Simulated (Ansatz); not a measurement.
# TaAgS3 (model cell, started as cubic perovskite with Ta in the octahedra): following an unstable mode, part 2 of 3

Wanted: the energy along a soft mode of TaAgS3 (model cell, started as cubic perovskite with Ta in the octahedra) and the structure at the end.

Ansatz 0.2.0; DFT PBE, scalar-relativistic, plane waves, PAW; PAW set soft_1.

So far, highest frequency on the path or at a solved wavevector (cm⁻¹): step 2 (phonons on a q mesh) 502. Also lowest frequency on the path (cm⁻¹): step 2 -181.

The structure was built from a prototype and need not be the compound's stable phase.

**4. The mode frozen in, largest atomic shift 0.6 Å**

The atoms are moved along the unstable eigenvector, the largest shift by 0.6 Å, with the cell fixed.

The input, input.yaml:

```yaml
crystal:
  lattice:
    - [-4.8114923399, 0.0, 0.0]
    - [0.0, -4.8114923399, -4.8114923399]
    - [0.0, -4.8114923399, 4.8114923399]
  atoms:
    - { symbol: Ag, position: [1.0, 0.0, 0.0] }
    - { symbol: Ag, position: [1.0, 0.5, 0.5] }
    - { symbol: Ta, position: [0.5, 1.0, 0.5] }
    - { symbol: Ta, position: [0.5, 0.5, 0.0] }
    - { symbol: S, position: [0.5, 0.1876492824, 0.1876492824] }
    - { symbol: S, position: [0.5, 0.8123507176, 0.8123507176] }
    - { symbol: S, position: [0.5, 0.6876492824, 0.3123507176] }
    - { symbol: S, position: [0.5, 0.3123507176, 0.6876492824] }
    - { symbol: S, position: [0.0, 1.0, 0.5] }
    - { symbol: S, position: [0.0, 0.5, 0.0] }
kpoints:
  mp_grid: { grid: [8, 6, 6] }
hamiltonian:
  xc: pbe
  pseudopotentials: { kind: paw, azcp: { folder: soft_1 } }
scf:
  occupations: { method: methfessel_paxton, width: 0.2 }
output:
  forces: true
  stress: true
  eigenvalues: true
```

Command:

```console
$ ansatz run input.yaml --threads 4 --pin off --max-ram 16384MiB --backend cpu --events-out ev --progress --plain --runs-dir out
```

Numbers of over 12 decimals in the logs are rounded to 6 here.

The program printed:

```text
[...]
Crystal: 10 atoms, lattice volume = 222.777 Å³
Basis set: ecut = 420 eV, 4301 PW (Γ), exchange–correlation on 72×96×96 points (8 copies of the dense FFT grid, shifted against one another)
Bands: 60, of which v1, the nominal top of the filled ones, is band 50 counted from 1 (49 counted from 0)
Symmetry: 16 space group operations
[...]
k-points: 50 of 288
[...]
k-point 0: bands = [... 46 lower, 6.8671, 7.0550, 7.3784, 7.3784, 7.6554, 7.6554, 7.9056, 9.0246, ... 6 higher]
  k-point 1: bands = [... 46 lower, 6.8197, 6.8197, 6.8762, 7.1876, 7.8813, 7.9654, 8.3630, 9.2934, ... 6 higher]
  k-point 2: bands = [... 46 lower, 6.5633, 6.6931, 7.0039, 7.0769, 8.4043, 8.4905, 8.9118, 9.5401, ... 6 higher]
  k-point 49: bands = [... 46 lower, 6.1251, 6.1251, 7.8897, 7.8897, 9.4106, 9.4106, 9.8239, 9.8239, ... 6 higher]
[key lines of the parts left out:]
SCF converged after 10 iterations
Free energy (F): -40463.970689 eV
Fermi energy:    7.904838 eV
P = ⅓ Tr σ = -4.4544 GPa (-44.544 kbar)
```

Run time: 11 s. Hardware: 4 threads of Arm Neoverse V1, shared host; peak memory 0.89 GiB.

This step gave:

- pressure: -4.454 GPa
- energy from the undistorted cell: -141.2 meV/atom

The energy, extrapolated to zero smearing, is -141.23 meV/atom against the undistorted cell.

The run ends at a pressure of -4.45 GPa, with forces up to 0.55 eV/Å.

**5. Energy along the mode, all amplitudes (two of the runs are shown above)**

An imaginary frequency means negative curvature, so the energy should fall and then rise again as anharmonic terms take over.

This step gave:

```yaml
depth_at_the_lowest_point_sampled: 141.2 meV/atom
largest_atomic_shift_at_that_point: 0.6 Å
```

Table of energy from the parent by largest atomic shift:

| largest atomic shift (Å) | energy from the parent (meV/atom) |
| --- | --- |
| 0.000 | 0 |
| 0.040 | -1.17 |
| 0.080 | -4.65 |
| 0.140 | -13.9 |
| 0.220 | -32.3 |
| 0.320 | -60.9 |
| 0.450 | -101 |
| 0.600 | -141 |

Displacement at unit largest shift by atom:

| atom | x (Å) | y (Å) | z (Å) | size |
| --- | --- | --- | --- | --- |
| Ag1 | 0.00 | 0.00 | 0.00 | 0.00 |
| Ag2 | 0.00 | 0.00 | 0.00 | 0.00 |
| Ta3 | 0.00 | 0.00 | 0.00 | 0.00 |
| Ta4 | 0.00 | 0.00 | 0.00 | 0.00 |
| S5 | 0.00 | 1.00 | 0.00 | 1.00 |
| S6 | 0.00 | -1.00 | 0.00 | 1.00 |
| S7 | 0.00 | 0.00 | 1.00 | 1.00 |
| S8 | 0.00 | 0.00 | -1.00 | 1.00 |
| S9 | 0.00 | 0.00 | 0.00 | 0.00 |
| S10 | 0.00 | 0.00 | 0.00 | 0.00 |

The lowest of the steps tried is the last one, at 0.6 Å, 141 meV/atom below the parent; the bottom of the well need not coincide with a step.

**6. Relaxing from the distorted cell**

Starting from the lowest point found, all atoms and the cell are let go, so that strain and other modes of the same symmetry can join in.

input.yaml, as its differences from that of step 4:

```diff
@@ -27 +27,6 @@
   eigenvalues: true
+relax:
+  adjacent_minimum: "off"
+  f_tol: 0.002
+  max_steps: 120
+  cell: { stress_tol: 0.03 }
```

The program printed:

```text
[...]
Crystal: 10 atoms, lattice volume = 222.777 Å³
Basis set: ecut = 420 eV, 4301 PW (Γ), exchange–correlation on 72×96×96 points (8 copies of the dense FFT grid, shifted against one another)
Bands: 60, of which v1, the nominal top of the filled ones, is band 50 counted from 1 (49 counted from 0)
Symmetry: 16 space group operations
[...]
k-points: 50 of 288
[...]
SCF iter   1: F=—  HF=-40464.446346 eV  |F-HF|=—  |Δ(HF+E_count)|=         —  Δρ=2.69e-2  dr2=1.82e0  ethr=3.10e-3  ⟨swp⟩=6.8  Hψ=11704  notcnv=0
[...]
SCF iter  10: F=-40463.970689 eV  HF=-40463.970689 eV  |F-HF|=4.31e-9  |Δ(HF+E_count)|=   9.32e-9  S|Δr|=    0.00e0  Δρ=1.39e-6  dr2=6.01e-9  ethr=1.00e-10  ⟨swp⟩=11.2  Hψ=12441  notcnv=0
SCF 1 converged in 10 iterations: F = -40463.970689 eV  dr2 = 6.01e-9
[...]
relax step   1: F+E_penalty+E_count = -40463.97068934 eV  Δ(F+E_penalty+E_count) = +0.000e0 eV  max|allowed force component| = 5.546e-1 eV/Å  Δτ_max = 0.0000 Å  P = -4.454 GPa  Ω = 222.777 Å³  (10 SCF iters, dr2 threshold 1.00e-7 eV, accepted)
Crystal: 10 atoms, lattice volume = 205.593 Å³
Basis set: ecut = 420 eV, 4023 PW (Γ), exchange–correlation on 72×96×96 points (8 copies of the dense FFT grid, shifted against one another)
[...]
SCF iter   7: F=-40464.555363 eV  HF=-40464.555362 eV  |F-HF|=1.50e-7  |Δ(HF+E_count)|=   3.56e-6  S|Δr|=    0.00e0  Δρ=8.11e-6  dr2=1.37e-7  ethr=1.00e-9  ⟨swp⟩=8.7  Hψ=13709  notcnv=0
SCF 2 converged in 7 iterations: F = -40464.555363 eV  dr2 = 1.37e-7
[...]
relax step   2: F+E_penalty+E_count = -40464.55536257 eV  Δ(F+E_penalty+E_count) = -5.847e-1 eV  max|allowed force component| = 2.855e-1 eV/Å  Δτ_max = 0.1935 Å  P = +0.020 GPa  Ω = 205.593 Å³  energy of the carried Pulay correction = +3.351e-3 eV  (7 SCF iters, dr2 threshold 1.00e-6 eV, accepted)
Crystal: 10 atoms, lattice volume = 202.834 Å³
Basis set: ecut = 420 eV, 3963 PW (Γ), exchange–correlation on 72×96×96 points (8 copies of the dense FFT grid, shifted against one another)
[...]
SCF iter   6: F=-40464.578203 eV  HF=-40464.578204 eV  |F-HF|=1.99e-7  |Δ(HF+E_count)|=   5.81e-7  S|Δr|=    0.00e0  Δρ=1.34e-5  dr2=8.20e-7  ethr=1.00e-9  ⟨swp⟩=5.4  Hψ=13984  notcnv=0
SCF 3 converged in 6 iterations: F = -40464.578203 eV  dr2 = 8.20e-7
relax step   3: F+E_penalty+E_count = -40464.57820341 eV  Δ(F+E_penalty+E_count) = -2.284e-2 eV  max|allowed force component| = 1.763e-1 eV/Å  Δτ_max = 0.0953 Å  P = +0.227 GPa  Ω = 202.834 Å³  energy of the carried Pulay correction = +3.914e-3 eV  (6 SCF iters, dr2 threshold 1.00e-6 eV, accepted)
[...]
relax step   4: F+E_penalty+E_count = -40464.59295339 eV  Δ(F+E_penalty+E_count) = -1.475e-2 eV  max|allowed force component| = 2.078e-2 eV/Å  Δτ_max = 0.0401 Å  P = -0.016 GPa  Ω = 204.411 Å³  energy of the carried Pulay correction = +3.591e-3 eV  (6 SCF iters, dr2 threshold 1.00e-6 eV, accepted)
[...]
relax step   5: F+E_penalty+E_count = -40464.59371343 eV  Δ(F+E_penalty+E_count) = -7.600e-4 eV  max|allowed force component| = 1.646e-3 eV/Å  Δτ_max = 0.0021 Å  P = -0.092 GPa  Ω = 204.639 Å³  energy of the carried Pulay correction = +3.545e-3 eV  (5 SCF iters, dr2 threshold 3.22e-7 eV, accepted)
[...]
relax step   6: F+E_penalty+E_count = -40464.59380245 eV  Δ(F+E_penalty+E_count) = -8.903e-5 eV  max|allowed force component| = 5.170e-3 eV/Å  Δτ_max = 0.0004 Å  P = +0.068 GPa  Ω = 204.337 Å³  energy of the carried Pulay correction = +3.606e-3 eV  (5 SCF iters, dr2 threshold 4.74e-8 eV, accepted)
[...]
relax step   7: F+E_penalty+E_count = -40464.59381037 eV  Δ(F+E_penalty+E_count) = -7.911e-6 eV  max|allowed force component| = 4.286e-5 eV/Å  Δτ_max = 0.0006 Å  P = -0.000 GPa  Ω = 204.459 Å³  energy of the carried Pulay correction = +3.581e-3 eV  (5 SCF iters, dr2 threshold 1.88e-8 eV, accepted)
Basis set: ecut = 420 eV, 3991 PW (Γ), exchange–correlation on 64×90×90 points (8 copies of the dense FFT grid, shifted against one another)
[...]
SCF iter   7: F=-40464.590267 eV  HF=-40464.590267 eV  |F-HF|=7.28e-12  |Δ(HF+E_count)|=  2.91e-11  S|Δr|=    0.00e0  Δρ=3.73e-8  dr2=5.86e-12  ethr=1.00e-12  ⟨swp⟩=4.6  Hψ=9965  notcnv=0
SCF 8 converged in 7 iterations: F = -40464.590267 eV  dr2 = 5.86e-12
relax step   8: F+E_penalty+E_count = -40464.59026742 eV  Δ(F+E_penalty+E_count) = +3.543e-3 eV  max|allowed force component| = 1.631e-4 eV/Å  Δτ_max = 0.0000 Å  P = -0.001 GPa  Ω = 204.459 Å³  stress off target by 2.29e-3 GPa  SCF on the basis re-selected at this cell (its energy is not comparable with the rows above)  (7 SCF iters)
basis re-selected at this cell: Δ(F+E_penalty+E_count) = +3.543e-3 eV, ΔP = -0.000 GPa vs the last step (what re-selecting the basis moved, of the pressure what is left beyond the Pulay correction that the steps carried, after the strain that the cell walked since its last selection, with what the two solves' SCF thresholds leave and, on support functions, any second-order correction that the steps lacked; it is no measure of the basis error at this ecutwfc). The dense FFT grid was sized anew with the basis: this SCF ran on 32×45×45 points, the steps before it on 36×48×48, so part of this shift can come from that change (see relax.cell in the input reference). [rest of the remark cut]
SCF converged after 7 iterations
[...]
Free energy (F): -40464.590267 eV
[...]
Internal energy: -40464.600726 eV  (E = F + TS)
E sigma→0 (E₀):  -40464.592882 eV
Entropy (-TS):   0.010458 eV (1.046 meV/atom)
Fermi energy:    9.166912 eV
[...]
--- Forces (eV/Å), atoms counted from 1 ---
  atom   1  Ag     0.00000000     0.00000000     0.00000000
  atom   2  Ag    -0.00000000     0.00000000     0.00000000
  atom   3  Ta    -0.00000000     0.00000000     0.00000000
  atom   4  Ta    -0.00000000     0.00000000    -0.00000000
  atom   5  S      0.00000000     0.00016308     0.00000000
  atom   6  S     -0.00000000    -0.00016308    -0.00000000
  atom   7  S     -0.00000000     0.00000000     0.00016308
  atom   8  S      0.00000000    -0.00000000    -0.00016308
  atom   9  S      0.00000000     0.00000000     0.00000000
  atom  10  S      0.00000000     0.00000000     0.00000000
  max |Σ_I F_I| component: 8.67e-19 eV/Å
--- Stress (GPa, compression-positive) ---
        0.002291      -0.000000      -0.000000
       -0.000000      -0.001923      -0.000000
       -0.000000      -0.000000      -0.001923
  P = ⅓ Tr σ = -0.0005 GPa (-0.005 kbar)
--- Band table (eV; the first three rows and the last of 50) ---
  k-point 0: bands = [... 46 lower, 8.0282, 8.0438, 8.9289, 8.9289, 8.9517, 8.9517, 9.4192, 10.0522, ... 6 higher]
  k-point 1: bands = [... 46 lower, 7.9604, 7.9886, 8.2382, 8.7162, 9.0689, 9.1806, 9.9264, 10.4423, ... 6 higher]
  k-point 2: bands = [... 46 lower, 7.9392, 7.9982, 8.0240, 8.4805, 9.5076, 9.6689, 10.4831, 10.9275, ... 6 higher]
  k-point 49: bands = [... 46 lower, 7.5534, 7.5534, 8.9500, 8.9500, 10.7113, 10.7113, 11.3796, 11.3796, ... 6 higher]
--- Relaxed structure (7 steps of the walk, 7 accepted, 1 SCFs on fresh bases) ---
  F+E_penalty+E_count = -40464.59026742 eV   max|allowed force component| = 1.631e-4 eV/Å   (the final SCF, on the basis selected at the relaxed cell)
  cell:  # Å, volume = 204.4591 Å³
    - [-4.706465, 0, 0]
    - [0, -4.660590, -4.660590]
    - [0, -4.660590, 4.660590]
  atoms:
    - { symbol: Ag, position: [1.0, -1.419616452470679e-19, -2.9068336883923413e-19] }
    - { symbol: Ag, position: [1.0, 0.5, 0.5] }
    - { symbol: Ta, position: [0.5, 1.0, 0.500000] }
    - { symbol: Ta, position: [0.5, 0.5, 0.0] }
    - { symbol: S, position: [0.5, 0.161567, 0.161567] }
    - { symbol: S, position: [0.5, 0.838433, 0.838433] }
    - { symbol: S, position: [0.5, 0.661567, 0.338433] }
    - { symbol: S, position: [0.5, 0.338433, 0.661567] }
    - { symbol: S, position: [0, 1.0, 0.500000] }
    - { symbol: S, position: [0, 0.5, 0.0] }
```

Elapsed: 86 s, on 4 threads; peak memory 0.94 GiB; 5.7 min of CPU time.

The steps of the relaxation:

| step | energy less that of the first step (eV) | largest force component (eV/Å) | pressure (GPa) | volume (Å³) |
| --- | --- | --- | --- | --- |
| 1 | 0.0000 | 0.5546 | -4.45 | 222.78 |
| 2 | -0.5847 | 0.2855 | 0.02 | 205.59 |
| 3 | -0.6075 | 0.1763 | 0.23 | 202.83 |
| 4 | -0.6223 | 0.0208 | -0.02 | 204.41 |
| 5 | -0.6230 | 0.0016 | -0.09 | 204.64 |
| 6 | -0.6231 | 0.0052 | 0.07 | 204.34 |
| 7 | -0.6231 | 0.0000 | 0.00 | 204.46 |
| 8* | -0.6196 | 0.0002 | 0.00 | 204.46 |

Relaxation steps marked * repeat the geometry before them on a plane-wave basis chosen anew for their cell, so energy and pressure can jump there.

Forces are held to the 16 operations that the run works with; a distortion that breaks them can't arise in this run.

| cell as run | before | after | change |
| --- | --- | --- | --- |
| a (Å) | 4.811 | 4.706 | -2.2 % |
| b (Å) | 6.804 | 6.591 | -3.1 % |
| c (Å) | 6.804 | 6.591 | -3.1 % |
| volume (Å³/atom) | 22.28 | 20.45 | -8.2 % |

The atoms that moved most (Å, as changes of fractional coordinates times the final cell):

| atom | dx | dy | dz | length |
| --- | --- | --- | --- | --- |
| S6 | 0.000 | -0.243 | 0.000 | 0.243 |
| S8 | 0.000 | 0.000 | -0.243 | 0.243 |
| S7 | 0.000 | 0.000 | 0.243 | 0.243 |
| S5 | 0.000 | 0.243 | 0.000 | 0.243 |

This step gave:

* pressure: -5.19e-4 GPa
* volume per atom: 20.45 Å³

The distorted start has space group P4/mbm; the relaxation ends in P4/mbm.

**7. The new phase in its own primitive cell**

The relaxed structure is symmetrised, reduced to its primitive cell and relaxed tightly, as its phonons need.

The input, input.yaml:

```yaml
crystal:
  lattice:
    - [6.5910688876, 0.0, 0.0]
    - [0.0, 6.5910688876, 0.0]
    - [0.0, 0.0, 4.7064650758]
  atoms:
    - { symbol: Ag, position: [0.0, 0.5, 0.0] }
    - { symbol: Ag, position: [0.5, 0.0, 0.0] }
    - { symbol: Ta, position: [0.0, 0.0, 0.5] }
    - { symbol: Ta, position: [0.5, 0.5, 0.5] }
    - { symbol: S, position: [0.1615673668, 0.6615673668, 0.5] }
    - { symbol: S, position: [0.8384326332, 0.3384326332, 0.5] }
    - { symbol: S, position: [0.6615673668, 0.8384326332, 0.5] }
    - { symbol: S, position: [0.3384326332, 0.1615673668, 0.5] }
    - { symbol: S, position: [0.0, 0.0, 0.0] }
    - { symbol: S, position: [0.5, 0.5, 0.0] }
kpoints:
  mp_grid: { grid: [6, 6, 8] }
hamiltonian:
  xc: pbe
  pseudopotentials: { kind: paw, azcp: { folder: soft_1 } }
scf:
  occupations: { method: methfessel_paxton, width: 0.2 }
output:
  forces: true
  stress: true
  eigenvalues: true
relax:
  adjacent_minimum: "off"
  f_tol: 0.001
  max_steps: 60
  cell: { stress_tol: 0.01 }
```

The program printed:

```text
[...]
Crystal: 10 atoms, lattice volume = 204.459 Å³
Basis set: ecut = 420 eV, 3991 PW (Γ), exchange–correlation on 90×90×64 points (8 copies of the dense FFT grid, shifted against one another)
Bands: 60, of which v1, the nominal top of the filled ones, is band 50 counted from 1 (49 counted from 0)
Symmetry: 16 space group operations
[...]
k-points: 50 of 288
[...]
- { symbol: Ag, position: [0.5, 0.0, 0.0] }
    - { symbol: Ta, position: [0.0, 0.0, 0.5] }
    - { symbol: Ta, position: [0.5, 0.5, 0.5] }
    - { symbol: S, position: [0.1615673668, 0.661567, 0.5] }
    - { symbol: S, position: [0.838433, 0.338433, 0.5] }
    - { symbol: S, position: [0.661567, 0.838433, 0.5] }
    - { symbol: S, position: [0.338433, 0.1615673668, 0.5] }
    - { symbol: S, position: [0.0, 0.0, 0.0] }
    - { symbol: S, position: [0.5, 0.5, 0.0] }
[key lines of the parts left out:]
SCF converged after 7 iterations
Free energy (F): -40464.590267 eV
Fermi energy:    9.166911 eV
P = ⅓ Tr σ = -0.0005 GPa (-0.005 kbar)
```

Run time: 26 s. Hardware: 4 threads; peak memory 0.86 GiB.

Little changed from the start: no atom moved by 0.005 Å and no cell edge by 0.1 %.

Numbers from this step:

* pressure: -5.21e-4 GPa

The largest force component left is 0.12 meV/Å and the pressure is -0.001 GPa, within the tolerances set. The cell now holds 20.45 Å³/atom.

(Part 2 of 3 ends here.)

[Logs are printed without paths, hosts, clocks, repeated set-up lines and the standing remarks that a program may print on its own settings, such as how far it seeks lower states.]

[Hosts, paths, dates, database ids (printed as entryN), source tags and the programs' standing remarks are cut or masked in the printed files.]
